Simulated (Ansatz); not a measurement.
## A low-energy model for NbTe2 (P-3m1): bands, U and J

Aim: U, U′ and J for the Nb t2g shell of NbTe2 (P-3m1).

Main program and level: Ansatz 0.2.0; non-magnetic LDA, then constrained RPA, plane waves, PAW.

## (1) Starting point

It takes space group P-3m1 (No. 164, trigonal). The conventional cell has a = 3.720 Å, b = 3.720 Å, c = 7.148 Å, α = 90.00°, β = 90.00°, γ = 120.00°. Nearest to Nb lie 6 Te at 2.81 Å. Te has 3 Nb at 2.81 Å nearest. Farther neighbours and most contacts between anions are not listed.

The cell and positions are those that the Materials Project relaxed with its own functionals (PBE, PBE+U or r2SCAN), kept fixed. At the settings of the band run the largest force is still 0.34 eV/Å. Spin-orbit coupling is left out unless a step names it. The default PAW set here is soft_2. Its files were made with PBE.

## (2) LDA bands and orbital weights

This step: DFT, LDA, plane waves, PAW.

Input file input.yaml:

```yaml
crystal:
  lattice:
    - [-2.63076537, 1.0e-08, -2.63076539]
    - [2.63076537, -2.63076539, 1.0e-08]
    - [-4.12705361, -4.12705355, 4.12705355]
  atoms:
    - { symbol: Nb, position: [0.0, 0.0, 0.0] }
    - { symbol: Te, position: [0.66666667, 0.33333333, 0.74563223] }
    - { symbol: Te, position: [0.33333333, 0.66666667, 0.25436777] }
kpoints:
  mp_grid: { grid: [12, 12, 4] }
  band_path:
    path:
      - [[0.0, 0.0, 0.0], [0.5, 0.0, 0.0], [0.33333333, 0.33333333, 0.0], [0.0, 0.0, 0.0], [0.0, 0.0, 0.5], [0.5, 0.0, 0.5], [0.33333333, 0.33333333, 0.5], [0.0, 0.0, 0.5]]
      - [[0.5, 0.0, 0.5], [0.5, 0.0, 0.0]]
      - [[0.33333333, 0.33333333, 0.5], [0.33333333, 0.33333333, 0.0]]
    npoints: 10
hamiltonian:
  xc: lda
scf:
  occupations: { method: gaussian, width: 0.08 }
  n_extra_bands: 19
  max_iter: 150
output:
  eigenvalues: true
  forces: true
  stress: true
  fatbands: true
  write_density: true
  write_potential: true
  elf: true
  volumetric_format: npy
```

Run with:

```bash
$ ansatz run input.yaml --threads 4 --pin off --max-ram 9216MiB --backend cpu --events-out ev --progress --plain --runs-dir out
```

Numbers of over 12 decimals in the logs are rounded to 6 here.

Log:

```text
scf.n_extra_bands = 19 over 23 filled bands (N_el = 45.0): the run solves 42 bands
Engine: ansatz 0.2.0, aarch64-unknown-linux-gnu
Pseudopotentials: kind: paw
Pseudopotential: Nb, paw, valence charge 13, recommended cutoff 420 eV (normal), Nb.paw.azcp
Pseudopotential: Te, paw, valence charge 16, recommended cutoff 420 eV (normal), Te.paw.azcp
Functional definition: SPW92
  exchange = slater_x
  correlation = pw_c
Crystal: 3 atoms, lattice volume = 85.689 Å³
Basis set: ecut = 420 eV, 1703 PW (Γ)
Bands: 42, of which v1, the nominal top of the filled ones, is band 23 counted from 1 (22 counted from 0)
Symmetry: 12 space group operations
Space group: P-3m1 (ITA 164), of the structure as read, at distance tolerance 4.4e-5 Å
k-points: 69 of 576
Non-local potential: Nb, projectors of the file, l = 0: 3, l = 1: 2, l = 2: 2, l = 3: 1
Non-local potential: Te, projectors of the file, l = 0: 2, l = 1: 2, l = 2: 2, l = 3: 2
PAW form: soft (Blöchl's): semilocal exchange-correlation on the pseudo side does not see the compensation charge
PAW frozen core: Nb, regenerated for the run's functional, and the local potential with it (the file was generated under x = pbe(κ = 0.804, μ = 0.219515), c = pbe(β = 0.066725))
PAW frozen core: Te, regenerated for the run's functional, and the local potential with it (the file was generated under x = pbe(κ = 0.804, μ = 0.219515), c = pbe(β = 0.066725))
PAW one-centre angular grid: Nb, 590 points (default); XC on 64 Gauss nodes
PAW one-centre angular grid: Te, 590 points (default); XC on 64 Gauss nodes
Initial density: superposition of atomic densities (neutral atoms: chi_scale 0, normalization atom), corrected by the library's trained network
Initial wavefunctions: pseudopotential atomic-orbital guess
Functional: x = slater, c = lda
SCF iter   1: F=—  HF=-18098.181196 eV  |F-HF|=—  |Δ(HF+E_count)|=         —  Δρ=5.19e-3  dr2=1.10e-2  ethr=1.77e-3  ⟨swp⟩=6.0  Hψ=13614  notcnv=0  defer=537
preconditioner: auto → LDOS  [metal: Δε(μ)=0.007 eV  Ē_g=13.440 eV  σ=0.080 eV  W_gap=0.05  n_scr=22 (ndim 8)  ℏωp=16.5 eV  f_vac=0.034  D(μ)=2.40/eV (n_scr^D=22)  β→1.0]
SCF iter   2: F=—  HF=-18098.176974 eV  |F-HF|=—  |Δ(HF+E_count)|=   4.22e-3  Δρ=1.39e-3  dr2=2.42e-3  ethr=2.44e-5  ⟨swp⟩=3.0  Hψ=5059  notcnv=0  defer=607
SCF iter   3: F=—  HF=-18098.176505 eV  |F-HF|=—  |Δ(HF+E_count)|=   4.68e-4  Δρ=4.76e-4  dr2=1.87e-4  ethr=5.37e-6  ⟨swp⟩=2.0  Hψ=3121  notcnv=0  defer=607
SCF iter   4: F=—  HF=-18098.176453 eV  |F-HF|=—  |Δ(HF+E_count)|=   5.22e-5  Δρ=1.87e-4  dr2=4.24e-5  ethr=4.15e-7  ⟨swp⟩=2.0  Hψ=3398  notcnv=0  defer=607
SCF iter   5: F=—  HF=-18098.176438 eV  |F-HF|=—  |Δ(HF+E_count)|=   1.45e-5  Δρ=5.14e-5  dr2=2.41e-6  ethr=9.42e-8  ⟨swp⟩=2.0  Hψ=3112  notcnv=0  defer=607
SCF iter   6: F=-18098.176438 eV  HF=-18098.176438 eV  |F-HF|=4.65e-8  |Δ(HF+E_count)|=   5.21e-7  Δρ=9.44e-6  dr2=7.79e-8  ethr=2.22e-10  ⟨swp⟩=16.3  Hψ=24404  notcnv=0
SCF 1 converged in 6 iterations: F = -18098.176438 eV  dr2 = 7.79e-8
  greatest PAW one-centre occupation: 0.999 electrons in one spin orbital (limit 2), on the Te atom at site 2 (counted from 0), in its partial waves of l = 2
NSCF: frozen V_eff on 93 k-points
SCF converged after 6 iterations
Free energy (F): -18098.176438 eV
Harris-Foulkes:  -18098.176438 eV  (|F-HF|=4.65e-8)
Internal energy: -18098.168662 eV  (E = F + TS)
E sigma→0 (E₀):  -18098.172550 eV
Entropy (-TS):   -0.007776 eV (-2.592 meV/atom)
Fermi energy:    10.346735 eV
--- Per-component energies (eV) ---
  E_band       = -643.415904
  E_kinetic    = 755.761541
  E_local      = -3727.062843  (includes V_loc(G=0)·N_el)
  E_nonlocal   = -484.592701
  E_hartree    = 2055.130286
  E_xc         = -421.047277
  E_vxc        = -420.981993  (∫ρ·V_xc dr)
  E_paw        = -11985.799818  (= ΣΔE_a)
  E_vpaw       = -876.801001  (= ΣTr[D̂ρ^β])
  E_aug_tail   = -0.000357  (compensation charges beyond the density's cutoff)
  E_ewald      = -4292.340510
  E_core_change = 1.783017  (= ΣΔE_core)
  E_smearing   = -0.007776  (= −TS)
  E_closure    = 0.000000  (closes the sum)
  Σ components = -18098.176438   (vs F -18098.176438, Δ=0.00e0)
--- Forces (eV/Å), atoms counted from 1 ---
  atom   1  Nb     0.00000000     0.00000000     0.00000000
  atom   2  Te    -0.19782017    -0.19782016     0.19782016
  atom   3  Te     0.19782017     0.19782016    -0.19782016
  max |Σ_I F_I| component: 5.55e-17 eV/Å
--- Stress (GPa, compression-positive) ---
       -5.024979       0.294226      -0.294226
        0.294226      -5.024979      -0.294226
       -0.294226      -0.294226      -5.024979
  P = ⅓ Tr σ = -5.0250 GPa (-50.250 kbar)
--- Band table (eV; the first three rows and the last of 69) ---
  k-point 0: bands = [... 19 lower, 9.7122, 9.9058, 10.3616, 10.3616, 11.3067, 11.3067, 13.8401, 13.8401, ... 15 higher]
  k-point 1: bands = [... 19 lower, 8.4602, 10.3590, 10.3590, 10.5865, 11.2327, 11.2327, 13.9704, 13.9704, ... 15 higher]
  k-point 2: bands = [... 19 lower, 8.2086, 10.3564, 10.3564, 10.7873, 11.1632, 11.1632, 14.1004, 14.1004, ... 15 higher]
  k-point 68: bands = [... 19 lower, 7.2295, 7.8639, 7.8639, 11.1220, 11.1220, 11.4228, 13.8177, 13.8177, ... 15 higher]
```

Wall time 6.6 s (4 threads of Arm Neoverse V1, shared host); peak memory 0.53 GiB; 25 s of CPU time.

Reading the cycles: dr2 is the Hartree energy of the density residual (eV), the measure of convergence; HF is the Harris–Foulkes estimate of the energy, which meets the free energy F at convergence.

Numbers from this step:

- pressure: -5.025 GPa

Electronic bands along the path, in eV, zero at the Fermi level:

```
    point  band 19  band 20  band 21  band 22  band 23  band 24  band 25  band 26
        Γ    -2.16    -0.63    -0.44     0.01     0.01     0.96     0.96     3.49
  halfway    -2.90    -2.08    -1.05    -0.85    -0.53     0.91     1.34     3.11
        M    -3.13    -2.50    -2.38    -0.86    -0.74     1.35     1.79     2.83
  halfway    -2.96    -2.82    -2.61    -2.24     0.39     1.40     1.61     2.59
        K    -4.08    -2.65    -2.64    -2.64     1.07     1.32     1.32     2.55
  halfway    -3.22    -2.13    -2.08    -1.04    -0.08     1.10     1.34     2.43
        Γ    -2.16    -0.63    -0.44     0.01     0.01     0.96     0.96     3.49
  halfway    -2.15    -1.89     0.01     0.01     0.24     0.89     0.89     3.62
        A    -2.14    -2.14     0.01     0.01     0.44     0.82     0.82     3.75
  halfway    -2.84    -2.11    -1.78    -0.81    -0.32     1.44     1.46     2.39
        L    -3.21    -2.49    -1.45    -1.10    -0.59     1.35     1.84     3.19
  halfway    -3.11    -2.84    -2.32    -1.81    -0.05     1.28     1.59     2.62
        H    -4.07    -3.12    -2.48    -2.48     0.78     0.78     1.08     3.47
  halfway    -3.03    -2.19    -1.99    -1.47     0.28     0.71     1.83     2.32
        A    -2.14    -2.14     0.01     0.01     0.44     0.82     0.82     3.75
jump to L    -3.21    -2.49    -1.45    -1.10    -0.59     1.35     1.84     3.19
  halfway    -3.16    -2.44    -2.04    -0.83    -0.73     1.35     1.82     3.10
        M    -3.13    -2.50    -2.38    -0.86    -0.74     1.35     1.79     2.83
jump to H    -4.07    -3.12    -2.48    -2.48     0.78     0.78     1.08     3.47
  halfway    -4.10    -2.87    -2.56    -2.56     1.01     1.01     1.07     3.02
        K    -4.08    -2.65    -2.64    -2.64     1.07     1.32     1.32     2.55
```

Of the projections kept (Nb 4d, Te 5p), the largest for each band there; the rest of the weight can lie on other orbitals:

```
point     band 19     band 20     band 21     band 22     band 23     band 24     band 25     band 26
    Γ  Nb 4d 0.66  Te 5p 0.98  Nb 4d 0.76  Nb 4d 0.98  Nb 4d 0.98  Te 5p 0.99  Te 5p 0.99  Te 5p 0.65
    M  Nb 4d 0.47  Te 5p 0.96  Nb 4d 0.55  Te 5p 0.97  Nb 4d 0.74  Nb 4d 1.00  Nb 4d 0.79  Nb 4d 0.32
    K  Te 5p 0.69  Te 5p 0.97  Te 5p 0.65  Te 5p 0.65  Nb 4d 0.84  Nb 4d 0.67  Nb 4d 0.67  Nb 4d 0.55
    Γ  Nb 4d 0.66  Te 5p 0.98  Nb 4d 0.76  Nb 4d 0.98  Nb 4d 0.98  Te 5p 0.99  Te 5p 0.99  Te 5p 0.65
    A  Nb 4d 0.67  Nb 4d 0.67  Nb 4d 0.97  Nb 4d 0.97  Nb 4d 0.67  Te 5p 0.99  Te 5p 0.99  Te 5p 0.66
    L  Te 5p 0.55  Nb 4d 0.52  Te 5p 0.95  Nb 4d 0.81  Te 5p 0.97  Nb 4d 1.00  Nb 4d 0.84  Te 5p 0.51
```

Electrostatic potential energy in the ac plane at fractional y = 0.000, with atoms of Nb within 0.2 Å of it. With pseudopotentials it is smooth inside the atoms' cores, unlike the true potential.

Values in eV, 24 rows by 14 columns, each cell a mean:
```
-59 -58 -44 -15   1   9  12  12  11   8  -1 -24 -49 -59
-51 -45 -27  -5   5  10  12  12  11   9   4 -12 -32 -47
-17 -12  -3   5   8  10  11  11  10  10   8   3  -6 -14
  2   4   6   9   9   9   8   8   9   9   9   8   6   3
 10  11  11  11   9   7   4   3   5   8  10  11  11  11
 13  13  12  11   9   5   1  -1   2   6  10  12  13  13
 14  14  13  12   9   6   2   1   3   7  10  12  13  14
 14  14  14  12  11   8   6   5   7   9  11  13  14  14
 15  15  14  13  12  11  10  10  10  11  13  14  14  15
 15  15  14  14  14  13  12  12  12  13  14  14  15  15
 15  15  15  15  14  14  14  14  14  14  14  15  15  15
 15  15  15  15  15  14  14  14  14  14  15  15  15  15
 15  15  15  15  14  14  14  14  14  14  14  15  15  15
 15  15  15  14  14  13  13  13  13  14  14  14  15  15
 15  15  14  14  13  12  11  11  11  12  13  14  14  15
 15  14  14  13  11  10   8   7   8  10  12  13  14  14
 14  14  13  12  10   7   3   2   4   7  10  12  14  14
 14  13  13  11   9   5   1  -1   2   6  10  12  13  13
 11  11  12  11   9   6   3   2   4   7  10  11  12  11
  7   8   9  10  10   8   7   6   7   9  10  10   9   7
-11  -7   0   6   9  10  10  10  10  10   8   4  -2  -8
-40 -32 -17  -1   7  10  11  12  11   9   6  -5 -21 -35
-59 -57 -41 -13   2   9  12  12  11   8   0 -21 -46 -58
-59 -59 -50 -19   0   8  12  12  11   7  -3 -29 -54 -59
```
Columns run along a (3.7 Å; values clipped at the 3rd and 97th percentile), rows up along c (7.1 Å). Atoms in or near the plane, at fractional coordinates: Nb at (0.00, 0.00).

ELF in the ac plane at fractional y = 0.000, with atoms of Nb within 0.2 Å of it. It is the smooth field of the valence electrons, not physical close to the nuclei.

Values, 24 rows by 14 columns, each cell a mean:
```
0.43 0.65 0.74 0.48 0.19 0.18 0.30 0.35 0.27 0.16 0.23 0.60 0.75 0.59
0.72 0.74 0.64 0.34 0.20 0.28 0.42 0.46 0.38 0.25 0.20 0.43 0.68 0.74
0.48 0.42 0.30 0.24 0.33 0.48 0.57 0.58 0.55 0.44 0.30 0.24 0.34 0.44
0.18 0.18 0.21 0.34 0.50 0.59 0.60 0.59 0.60 0.58 0.46 0.29 0.20 0.18
0.16 0.20 0.31 0.49 0.59 0.59 0.55 0.54 0.56 0.60 0.58 0.43 0.27 0.18
0.18 0.23 0.34 0.51 0.59 0.57 0.53 0.52 0.54 0.58 0.58 0.46 0.31 0.21
0.14 0.18 0.29 0.47 0.57 0.58 0.56 0.55 0.57 0.59 0.56 0.41 0.26 0.17
0.09 0.12 0.22 0.41 0.55 0.61 0.61 0.61 0.62 0.61 0.53 0.34 0.19 0.11
0.05 0.07 0.13 0.29 0.47 0.60 0.65 0.66 0.64 0.57 0.43 0.23 0.11 0.06
0.03 0.04 0.07 0.18 0.32 0.45 0.54 0.56 0.52 0.42 0.29 0.14 0.06 0.03
0.01 0.02 0.03 0.06 0.11 0.16 0.20 0.21 0.19 0.15 0.10 0.05 0.02 0.01
0.01 0.01 0.02 0.03 0.05 0.07 0.08 0.08 0.08 0.06 0.04 0.03 0.01 0.01
0.01 0.01 0.02 0.05 0.08 0.12 0.15 0.16 0.15 0.11 0.08 0.04 0.02 0.01
0.02 0.03 0.05 0.13 0.23 0.34 0.41 0.43 0.39 0.31 0.20 0.10 0.04 0.02
0.04 0.06 0.11 0.27 0.44 0.58 0.64 0.66 0.63 0.55 0.40 0.21 0.10 0.05
0.07 0.10 0.18 0.37 0.53 0.62 0.64 0.64 0.64 0.61 0.50 0.30 0.15 0.09
0.13 0.17 0.27 0.46 0.57 0.59 0.57 0.56 0.58 0.59 0.56 0.40 0.24 0.16
0.18 0.22 0.33 0.50 0.58 0.57 0.54 0.53 0.54 0.58 0.58 0.45 0.30 0.20
0.17 0.21 0.33 0.50 0.60 0.59 0.54 0.53 0.55 0.60 0.59 0.45 0.29 0.20
0.14 0.16 0.24 0.41 0.55 0.61 0.59 0.57 0.59 0.60 0.53 0.35 0.22 0.15
0.37 0.33 0.26 0.25 0.37 0.52 0.59 0.60 0.58 0.49 0.34 0.24 0.27 0.34
0.69 0.66 0.52 0.27 0.23 0.36 0.49 0.52 0.46 0.32 0.22 0.34 0.56 0.67
0.55 0.69 0.74 0.45 0.19 0.20 0.33 0.37 0.29 0.18 0.22 0.57 0.75 0.66
0.18 0.52 0.75 0.53 0.20 0.16 0.27 0.32 0.23 0.14 0.25 0.64 0.73 0.42
```
Columns run along a (3.7 Å), rows up along c (7.1 Å). Atoms in or near the plane, at fractional coordinates: Nb at (0.00, 0.00).

(Part 1 of 2 ends here.)

[Paths, hosts, dates, memory and timing lines, banners, echoed tables and standing remarks are left out of the program output.]

[Logs are printed without paths, hosts, clocks, repeated set-up lines and the standing remarks that a program may print on its own settings, such as how far it seeks lower states.]

[Runs of the session that timed out or met a known fault of the program may be left out.]

[Hosts, paths, dates, database ids (printed as entryN), source tags and the programs' standing remarks are cut or masked in the printed files.]
